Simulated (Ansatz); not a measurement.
# SnO2 (Pnnm): the gap up the ladder of methods

Wanted: a ladder of band gaps for SnO2 (Pnnm), from density functionals to G0W0.

Main program and level: Ansatz 0.2.0; density functionals, hybrids and G0W0, plane waves, PAW.

## (1) The starting structure

It takes space group Pnnm (No. 58, orthorhombic). Conventional cell: a = 4.788 Å, b = 4.867 Å, c = 3.241 Å, α = 90.00°, β = 90.00°, γ = 90.00°. Sn has 6 O at 2.09 to 2.10 Å nearest. Nearest to O lie 3 Sn at 2.09 to 2.10 Å. Farther neighbours and most contacts between anions are not listed.

The cell and positions are those that the Materials Project relaxed with its own functionals (PBE, PBE+U or r2SCAN), kept fixed. This is not the form that SnO2 usually takes at ambient conditions. At the settings of the band run the largest force is still 0.18 eV/Å.

The logs state that the PAW files were generated under PBE.

## (2) LDA on the 6×6×8 mesh

Levels along a band path and on the mesh show where this functional puts the band edges.

This step: DFT, LDA, plane waves, PAW; PAW set soft_1.

Input file input.yaml:

```yaml
crystal:
  lattice:
    - [4.788004, 0.0, 0.0]
    - [0.0, 4.866582, 0.0]
    - [0.0, 0.0, 3.240898]
  atoms:
    - { symbol: Sn, position: [0.5, 0.5, 0.5] }
    - { symbol: Sn, position: [0.0, 0.0, 0.0] }
    - { symbol: O, position: [0.291855, 0.321042, 0.0] }
    - { symbol: O, position: [0.791855, 0.178958, 0.5] }
    - { symbol: O, position: [0.208145, 0.821042, 0.5] }
    - { symbol: O, position: [0.708145, 0.678958, 0.0] }
kpoints:
  mp_grid: { grid: [6, 6, 8] }
  band_path:
    path:
      - [[0.0, 0.0, 0.0], [0.5, 0.0, 0.0], [0.5, 0.5, 0.0], [0.0, 0.5, 0.0], [0.0, 0.0, 0.0], [0.0, 0.0, 0.5], [0.5, 0.0, 0.5], [0.5, 0.5, 0.5], [0.0, 0.5, 0.5], [0.0, 0.0, 0.5]]
      - [[0.5, 0.0, 0.0], [0.5, 0.0, 0.5]]
      - [[0.0, 0.5, 0.0], [0.0, 0.5, 0.5]]
      - [[0.5, 0.5, 0.0], [0.5, 0.5, 0.5]]
    npoints: 10
hamiltonian:
  xc: lda
  pseudopotentials: { kind: paw, azcp: { folder: soft_1 }, xc_functional: pbe }
scf:
  occupations: { method: fermi_dirac, width: 0.02 }
  n_extra_bands: 6
output:
  eigenvalues: true
  forces: true
  stress: true
  write_density: true
  write_potential: true
  elf: true
  volumetric_format: npy
```

The run is started by

```console
$ ansatz run input.yaml --threads 2 --pin off --max-ram 92160MiB --backend cuda --events-out ev --progress --plain --runs-dir out --devices 1 --max-vram 13GiB
```

Numbers of over 12 decimals in the logs are rounded to 6 here.

Log:

```text
scf.n_extra_bands = 6 over 26 filled bands (N_el = 52.0): the run solves 32 bands
GPUs: using 1 of 1 available (devices: 1).
Engine: ansatz 0.2.0, x86_64-unknown-linux-gnu
Pseudopotentials: kind: paw
Pseudopotential: Sn, paw, valence charge 14, recommended cutoff 420 eV (normal), soft_1/Sn.paw.azcp
Pseudopotential: O, paw, valence charge 6, recommended cutoff 420 eV (normal), soft_1/O.paw.azcp
Functional definition: SPW92
  exchange = slater_x
  correlation = pw_c
device memory: the entry about to start is reckoned to put 2.4 GiB on a device that reports 49.4 GiB free (of which the cap on the GPU budget leaves the run 13.0 GiB)
GPU FFT provider: cuFFT
GPU libraries: cuBLAS 13.8.2, cuFFT 12.4.0, cuSOLVER 12.3.4
Crystal: 6 atoms, lattice volume = 75.517 Å³
Basis set: ecut = 420 eV, 1479 PW (Γ)
Bands: 32, of which v1, the nominal top of the filled ones, is band 26 counted from 1 (25 counted from 0)
Symmetry: 8 space group operations
Space group: Pnnm (ITA 58), of the structure as read, at distance tolerance 4.2e-5 Å
k-points: 80 of 288
Non-local potential: Sn, projectors of the file, l = 0: 2, l = 1: 2, l = 2: 2, l = 3: 1
Non-local potential: O, projectors of the file, l = 0: 2, l = 1: 2, l = 2: 1
PAW form: soft (Blöchl's): semilocal exchange-correlation on the pseudo side does not see the compensation charge
PAW frozen core: Sn, regenerated for the run's functional, and the local potential with it (the file was generated under x = pbe(κ = 0.804, μ = 0.219515), c = pbe(β = 0.066725))
PAW frozen core: O, regenerated for the run's functional, and the local potential with it (the file was generated under x = pbe(κ = 0.804, μ = 0.219515), c = pbe(β = 0.066725))
PAW one-centre angular grid: Sn, 590 points (default); XC on 64 Gauss nodes
PAW one-centre angular grid: O, 110 points (default); XC on 64 Gauss nodes
Initial density: superposition of atomic densities (chi_scale 0.1, normalization cell, long waves kept (reshape's long-wave potential 0.00 eV rms))
Initial wavefunctions: pseudopotential atomic-orbital guess
GPU buffer pool allocated for 31104 grid points (all kernels)
GPU transforms: local potential and band sums: pruned to the plane-wave sphere, on 36×36×24
Functional: x = slater, c = lda
SCF iter   1: F=—  HF=-13980.943620 eV  |F-HF|=—  |Δ(HF+E_count)|=         —  Δρ=6.34e-2  dr2=2.15e0  ethr=3.10e-3  ⟨swp⟩=6.4  Hψ=11393  notcnv=0
preconditioner: auto → Resta (q_TF=auto, 2.564 Å⁻¹)  ε∞=3.5  [insulator: Δε(μ)=1.030 eV  Ē_g=19.392 eV  σ=0.020 eV  W_gap=1.00  n_scr=18 (ndim 8)  ℏωp=30.8 eV  f_vac=0.000  D(μ)=0.00/eV (n_scr^D=0)  ε∞_Penn≈3.5]
SCF iter   2: F=—  HF=-13980.512183 eV  |F-HF|=—  |Δ(HF+E_count)|=   4.31e-1  Δρ=3.27e-2  dr2=5.80e-1  ethr=3.10e-3  ⟨swp⟩=2.0  Hψ=3573  notcnv=0  defer=133
SCF iter   3: F=—  HF=-13980.357436 eV  |F-HF|=—  |Δ(HF+E_count)|=   1.55e-1  Δρ=4.13e-3  dr2=1.06e-2  ethr=1.12e-3  ⟨swp⟩=2.6  Hψ=4198  notcnv=0  defer=133
SCF iter   4: F=—  HF=-13980.356750 eV  |F-HF|=—  |Δ(HF+E_count)|=   6.86e-4  Δρ=8.89e-4  dr2=3.94e-4  ethr=2.03e-5  ⟨swp⟩=2.2  Hψ=4617  notcnv=0  defer=133
SCF iter   5: F=—  HF=-13980.356791 eV  |F-HF|=—  |Δ(HF+E_count)|=   4.11e-5  Δρ=1.52e-4  dr2=2.09e-5  ethr=7.57e-7  ⟨swp⟩=2.1  Hψ=4342  notcnv=0  defer=133
SCF iter   6: F=—  HF=-13980.357001 eV  |F-HF|=—  |Δ(HF+E_count)|=   2.10e-4  Δρ=4.47e-5  dr2=1.19e-6  ethr=4.02e-8  ⟨swp⟩=3.0  Hψ=4966  notcnv=0  defer=133
SCF iter   7: F=-13980.357001 eV  HF=-13980.357001 eV  |F-HF|=3.29e-8  |Δ(HF+E_count)|=   2.06e-7  Δρ=9.58e-6  dr2=6.49e-8  ethr=1.92e-10  ⟨swp⟩=16.6  Hψ=22943  notcnv=0
SCF 1 converged in 7 iterations: F = -13980.357001 eV  dr2 = 6.49e-8
  Residual-converged pass: ⟨swp⟩=1.1  Hψ=2907  notcnv=0  max |occ|·‖R‖ = 7.0e-9 eV (tolerance 1.0e-8 eV)  dr2=6.49e-8  dr2_onsite=3.86e-9  max |Δocc| = 9.3e-17
[...]
device memory: the entry about to start is reckoned to put 1.0 GiB on a device that reports 48.4 GiB free (of which the cap on the GPU budget leaves the run 13.0 GiB)
NSCF: frozen V_eff on 124 k-points
SCF converged after 7 iterations
Free energy (F): -13980.357001 eV
Harris-Foulkes:  -13980.357001 eV  (|F-HF|=3.29e-8)
Internal energy: -13980.357001 eV  (E = F + TS)
E sigma→0 (E₀):  -13980.357001 eV
Fermi energy:    8.634453 eV
--- Per-component energies (eV) ---
  E_band       = -169.744969
  E_kinetic    = 1009.147852
  E_local      = -3266.920727  (includes V_loc(G=0)·N_el)
  E_nonlocal   = 516.659653
  E_hartree    = 1465.574000
  E_xc         = -527.857976
  E_vxc        = -520.365742  (∫ρ·V_xc dr)
  E_paw        = -9065.738078  (= ΣΔE_a)
  E_vpaw       = -839.417957  (= ΣTr[D̂ρ^β])
  E_aug_tail   = 0.003884  (compensation charges beyond the density's cutoff)
  E_ewald      = -4112.463075
  E_core_change = 1.237468  (= ΣΔE_core)
  E_smearing   = -0.000000  (= −TS)
  E_closure    = -0.000000  (closes the sum)
  Σ components = -13980.357001   (vs F -13980.357001, Δ=0.00e0)
--- Forces (eV/Å), atoms counted from 1 ---
  atom   1  Sn    -0.00000000    -0.00000000     0.00000000
  atom   2  Sn     0.00000000     0.00000000     0.00000000
  atom   3  O      0.17514128     0.01093662     0.00000000
  atom   4  O      0.17514128    -0.01093662     0.00000000
  atom   5  O     -0.17514128     0.01093662     0.00000000
  atom   6  O     -0.17514128    -0.01093662     0.00000000
  max |Σ_I F_I| component: 2.78e-17 eV/Å
--- Stress (GPa, compression-positive) ---
      -10.636489       0.000000       0.000000
        0.000000     -10.906014       0.000000
        0.000000       0.000000     -12.810271
  P = ⅓ Tr σ = -11.4509 GPa (-114.509 kbar)
--- Band table (eV; the first three rows and the last of 80) ---
  k-point 0: bands = [... 22 lower, 7.1388, 7.6609, 7.6668, 8.2853, 8.9714, 13.8096, 14.1551, 14.3076, ... 2 higher]
  k-point 1: bands = [... 22 lower, 6.6058, 7.6753, 7.6993, 8.2280, 9.9431, 14.0917, 14.7793, 14.9273, ... 2 higher]
  k-point 2: bands = [... 22 lower, 5.8222, 7.5583, 7.6294, 7.9037, 11.4967, 14.4841, 16.1601, 16.2698, ... 2 higher]
  k-point 79: bands = [... 22 lower, 7.4472, 7.4472, 7.6326, 7.6326, 12.5261, 12.5261, 16.7213, 16.7213, ... 2 higher]
```

Run time: 6.3 s. Hardware: 1 × NVIDIA H100 80GB HBM3 (shared by 6 runs) with 2 threads of AMD EPYC 7R13 (Zen 3), shared host; peak memory 0.95 GiB; 8.7 s of CPU time.

This step gave:

```
pressure             : -11.45 GPa
filled bands         : 26
gap                  : 0.6752 eV
valence top at       : k = (0.100, 0.000, 0.000)
conduction bottom at : Γ
least direct gap     : 0.6861 eV
```

Over mesh and path the gap is 0.675 eV, from k = (0.100, 0.000, 0.000) to k = Γ. The least direct gap found is 0.686 eV, at k = Γ. The pressure in this cell is -11 GPa; the cell is kept.

## (3) LDA+SOC on the 6×6×8 mesh

This run has two-component orbitals with spin-orbit coupling.

This step: DFT, LDA with spin-orbit coupling, plane waves, PAW; PAW set soft_1.

input.yaml, the sections that differ from step 2:

```yaml
kpoints:
  mp_grid: { grid: [6, 6, 8] }
  band_path:
    path:
      - [0.0, 0.0, 0.0]
      - [0.5, 0.0, 0.0]
      - [0.5, 0.5, 0.0]
      - [0.0, 0.5, 0.0]
      - [0.0, 0.0, 0.5]
      - [0.5, 0.0, 0.5]
      - [0.5, 0.5, 0.5]
      - [0.0, 0.5, 0.5]
      - [0.1, 0.0, 0.0]
    npoints: 1
hamiltonian:
  xc: lda
  pseudopotentials: { kind: paw_fr, azcp: { folder: soft_1 }, xc_functional: pbe }
scf:
  occupations: { method: fermi_dirac, width: 0.02 }
  n_extra_bands: 12
magnetization:
  noncollinear: true
  spin_orbit: true
# crystal, output: as in step 2
```

Log:

```text
[...]
GPUs: using 1 of 1 available (devices: 1).
[...]
non-collinear run that drives no moment, with spin-orbit: no starting moment large enough to seed its density (crystal.atoms[].spin), no starting occupations that ask for one, no magnetisation constraint and no magnetic field, so the semilocal B_xc is pinned to zero
[...]
GPU FFT provider: cuFFT
GPU libraries: cuBLAS 13.8.2, cuFFT 12.4.0, cuSOLVER 12.3.4
Crystal: 6 atoms, lattice volume = 75.517 Å³
Basis set: ecut = 420 eV, 1479 PW (Γ)
Bands: 64, of which v1, the nominal top of the filled ones, is band 52 counted from 1 (51 counted from 0)
Symmetry: 8 space group operations + 8 with time reversal
[...]
k-points: 80 of 288
Projection manifold: j_resolved (fully-relativistic pseudo-atomic orbitals)
[...]
atom   2  Sn     0.00000000    -0.00000000     0.00000000
  atom   3  O      0.17649644     0.01205168     0.00000000
  atom   4  O      0.17649644    -0.01205168     0.00000000
  atom   5  O     -0.17649644     0.01205168     0.00000000
  atom   6  O     -0.17649644    -0.01205168     0.00000000
  max |Σ_I F_I| component: 2.78e-17 eV/Å
--- Stress (GPa, compression-positive) ---
      -10.673425       0.000000       0.000000
        0.000000     -10.938820       0.000000
        0.000000       0.000000     -12.866308
  P = ⅓ Tr σ = -11.4929 GPa (-114.929 kbar)
--- Band table (eV; the first three rows and the last of 80) ---
  k-point 0: bands = [... 48 lower, 7.6727, 7.6727, 8.2825, 8.2825, 8.9741, 8.9741, 13.8131, 13.8131, ... 8 higher]
  k-point 1: bands = [... 48 lower, 7.6990, 7.6990, 8.2244, 8.2244, 9.9444, 9.9444, 14.0947, 14.0947, ... 8 higher]
  k-point 2: bands = [... 48 lower, 7.6264, 7.6264, 7.9002, 7.9002, 11.4973, 11.4973, 14.4860, 14.4860, ... 8 higher]
  k-point 79: bands = [... 48 lower, 7.6293, 7.6293, 7.6293, 7.6293, 12.5239, 12.5239, 12.5239, 12.5239, ... 8 higher]
[key lines of the parts left out:]
SCF converged after 8 iterations
Magnetization: |M| = 0.0000 μB,  M = (+0.0000, +0.0000, +0.0000) μB
Free energy (F): -13984.436562 eV
Fermi energy:    8.634198 eV
```

Run time: 35 s. Hardware: 1 × NVIDIA H100 80GB HBM3 (shared by 6 runs) with 2 threads; peak memory 1.2 GiB.

Numbers from this step:

| Property | Result |
| --- | --- |
| pressure | -11.49 GPa |
| gap | 0.6814 eV |
| valence top at | k = (0.100, 0.000, 0.000) |
| conduction bottom at | Γ |
| least direct gap | 0.6917 eV |

Over mesh and listed points the gap is 0.681 eV, from k = (0.100, 0.000, 0.000) to k = Γ. The least direct gap found is 0.692 eV, at k = Γ. The pressure in this cell is -11 GPa; the cell is kept. LDA+SOC against LDA: 0.681 − 0.675 = +0.006 eV, with the same mesh, set of files (read in its fully relativistic form for the spin-orbit run) and cutoff, and both edges at the same k points. The spin-orbit run sees mesh and listed points alone, so its gap is an upper bound: the coupling can move an edge off these points, and the change over the zone, its sign included where it is small, is not known.

## (4) r2SCAN on the 6×6×8 mesh

r2SCAN is a meta-GGA: it depends on the kinetic-energy density as well as on the density and its gradient.

This step: DFT, r2SCAN, plane waves, PAW; PAW set soft_1.

Edit input.yaml of step 3 so:

```diff
@@ -27,10 +27,7 @@
 hamiltonian:
-  xc: lda
-  pseudopotentials: { kind: paw_fr, azcp: { folder: soft_1 }, xc_functional: pbe }
+  xc: r2scan
+  pseudopotentials: { kind: paw, azcp: { folder: soft_1 } }
 scf:
-  occupations: { method: fermi_dirac, width: 0.02 }
-  n_extra_bands: 12
-magnetization:
-  noncollinear: true
-  spin_orbit: true
+  occupations: { method: fixed }
+  n_extra_bands: 6
 output:
```

Log:

```text
[...]
GPUs: using 1 of 1 available (devices: 1).
[...]
GPU FFT provider: cuFFT
GPU libraries: cuBLAS 13.8.2, cuFFT 12.4.0, cuSOLVER 12.3.4
Crystal: 6 atoms, lattice volume = 75.517 Å³
Basis set: ecut = 500 eV, 1931 PW (Γ), exchange–correlation on 144×144×96 points (64 copies of the dense FFT grid, shifted against one another)
[...]
k-point 0: bands = [... 22 lower, 7.1503, 7.6173, 7.6260, 8.2553, 9.6676, 14.7172, 15.0890, 15.2480, ... 2 higher]
  k-point 1: bands = [... 22 lower, 6.6285, 7.6326, 7.6596, 8.1654, 10.6154, 15.0162, 15.7235, 15.8783, ... 2 higher]
  k-point 2: bands = [... 22 lower, 5.8449, 7.5087, 7.5851, 7.8404, 12.2295, 15.4484, 17.1590, 17.2754, ... 2 higher]
  k-point 79: bands = [... 22 lower, 7.4016, 7.4016, 7.5511, 7.5511, 13.4376, 13.4376, 17.7169, 17.7169, ... 2 higher]
[key lines of the parts left out:]
SCF converged after 8 iterations
Free energy (F): -14352.466172 eV
Fermi energy:    8.255325 eV
P = ⅓ Tr σ = -8.3126 GPa (-83.126 kbar)
```

The job ended after 12 s (1 × NVIDIA H100 80GB HBM3 (shared by 6 runs) with 2 threads; peak memory 1 GiB).

This step gave:

```
pressure             : -8.313 GPa
gap                  : 1.412 eV
valence top at       : Γ
conduction bottom at : Γ
least direct gap     : 1.412 eV
```

Over mesh and listed points the gap is 1.412 eV, direct, at k = Γ. The pressure in this cell is -8 GPa; the cell is kept. r2SCAN against LDA: 1.412 − 0.675 = +0.737 eV. The runs also differ in plane-wave cutoff (420 eV and 500 eV), and the valence top lies at another k point, so how much of this comes from the functional alone is not known.

## (5) HSE06 on the 4×4×4 mesh

HSE06 mixes in a quarter of exact exchange at short range.

This step: DFT, HSE06, plane waves, PAW; PAW set soft_1.

Edit input.yaml of step 4 so:

```diff
@@ -13,3 +13,3 @@
 kpoints:
-  mp_grid: { grid: [6, 6, 8] }
+  mp_grid: { grid: [4, 4, 4] }
   band_path:
@@ -27,3 +27,3 @@
 hamiltonian:
-  xc: r2scan
+  xc: hse06
   pseudopotentials: { kind: paw, azcp: { folder: soft_1 } }
@@ -34,7 +34 @@
   eigenvalues: true
-  forces: true
-  stress: true
-  write_density: true
-  write_potential: true
-  elf: true
-  volumetric_format: npy
```

Log:

```text
[...]
GPUs: using 1 of 1 available (devices: 1).
[...]
davidson cushion auto → on  (no smearing: the cushion is to keep the highest requested band from converging to the state above it; pin scf.eigensolver.cushion to override)
[...]
GPU FFT provider: cuFFT
GPU libraries: cuBLAS 13.8.2, cuFFT 12.4.0, cuSOLVER 12.3.4
Crystal: 6 atoms, lattice volume = 75.517 Å³
Basis set: ecut = 420 eV, 1479 PW (Γ)
[...]
Fermi energy:    7.375079 eV
[...]
--- Band table (eV; the first three rows and the last of 27) ---
  k-point 0: bands = [... 22 lower, 6.4422, 6.7946, 6.8113, 7.3751, 9.8012, 15.1113, 15.2887, 15.4609, ... 2 higher]
  k-point 1: bands = [... 22 lower, 5.0770, 6.6572, 6.7499, 6.9327, 12.4727, 15.9225, 17.4512, 17.5825, ... 2 higher]
  k-point 2: bands = [... 22 lower, 5.8180, 5.8180, 6.2290, 6.2290, 15.0805, 15.0805, 18.8361, 18.8361, ... 2 higher]
  k-point 26: bands = [... 22 lower, 6.5257, 6.5257, 6.6239, 6.6239, 13.7037, 13.7037, 17.9928, 17.9928, ... 2 higher]
[key lines of the parts left out:]
Free energy (F): -14325.568621 eV
```

It took 23 s on 1 × NVIDIA H100 80GB HBM3 (shared by 6 runs) with 2 threads; peak memory 1.4 GiB; 24 s of CPU time.

This step gave:

* gap: 2.426 eV
* valence top at: Γ
* conduction bottom at: Γ
* least direct gap: 2.426 eV
* exact-exchange fraction: 0.25

Over mesh and listed points the gap is 2.426 eV, direct, at k = Γ. HSE06 against LDA: 2.426 − 0.675 = +1.751 eV. The runs also differ in mesh (6×6×8 and 4×4×4), and the valence top lies at another k point, so how much of this comes from the functional alone is not known.

## (6) PBE0 on the 4×4×4 mesh

PBE0 mixes in a quarter of exact exchange at all distances.

This step: DFT, PBE0, plane waves, PAW; PAW set soft_1.

Edit input.yaml of step 5 so:

```diff
@@ -27,3 +27,3 @@
 hamiltonian:
-  xc: hse06
+  xc: pbe0
   pseudopotentials: { kind: paw, azcp: { folder: soft_1 } }
```

Log:

```text
[...]
GPUs: using 1 of 1 available (devices: 1).
[...]
GPU FFT provider: cuFFT
GPU libraries: cuBLAS 13.8.2, cuFFT 12.4.0, cuSOLVER 12.3.4
Crystal: 6 atoms, lattice volume = 75.517 Å³
Basis set: ecut = 420 eV, 1479 PW (Γ)
Bands: 32, of which v1, the nominal top of the filled ones, is band 26 counted from 1 (25 counted from 0)
Symmetry: 8 space group operations
[...]
k-points: 27 of 64
[...]
Fermi energy:    6.974571 eV
[...]
--- Band table (eV; the first three rows and the last of 27) ---
  k-point 0: bands = [... 22 lower, 6.0464, 6.4043, 6.4218, 6.9746, 10.1115, 15.4832, 15.6399, 15.8146, ... 2 higher]
  k-point 1: bands = [... 22 lower, 4.6739, 6.2571, 6.3508, 6.5257, 12.8311, 16.3083, 17.8188, 17.9515, ... 2 higher]
  k-point 2: bands = [... 22 lower, 5.3997, 5.3997, 5.8197, 5.8197, 15.4668, 15.4668, 19.2053, 19.2053, ... 2 higher]
  k-point 26: bands = [... 22 lower, 6.1208, 6.1208, 6.2169, 6.2169, 14.0701, 14.0701, 18.3491, 18.3491, ... 2 higher]
[key lines of the parts left out:]
Free energy (F): -14324.450245 eV
```

The job ended after 28 s (1 × NVIDIA H100 80GB HBM3 (shared by 6 runs) with 2 threads; peak memory 1.4 GiB; 28 s of CPU time).

Numbers from this step:

```yaml
gap: 3.137 eV
valence_top_at: Γ
conduction_bottom_at: Γ
least_direct_gap: 3.137 eV
exact_exchange_fraction: 0.25
```

Over mesh and listed points the gap is 3.137 eV, direct, at k = Γ. PBE0 against HSE06: 3.137 − 2.426 = +0.711 eV, with the same mesh, files and cutoff, and both edges at the same k points.

(Part 1 of 2 ends here.)

[Paths, hosts, dates, memory and timing lines, banners, echoed tables and standing remarks are left out of the program output.]

[Logs are printed without paths, hosts, clocks, repeated set-up lines and the standing remarks that a program may print on its own settings, such as how far it seeks lower states.]

[Runs of the session that timed out or met a known fault of the program may be left out.]

[Cells called generated may have been cut or substituted from an entry of the Crystallography Open Database or the Materials Project.]

[Hosts, paths, dates, database ids (printed as entryN), source tags and the programs' standing remarks are cut or masked in the printed files.]

[Where an RPA ε∞ is given, it is that of the G0W0 mesh and is not shown converged in it. Names of k-points follow the symmetry that the program found, which can be lower than the space group named. Band edges on a path are those of the sampled points; other points can move an edge, and change direct to indirect where valleys lie close.]

[Hybrid gaps are those of their k-mesh and are not shown converged in it.]
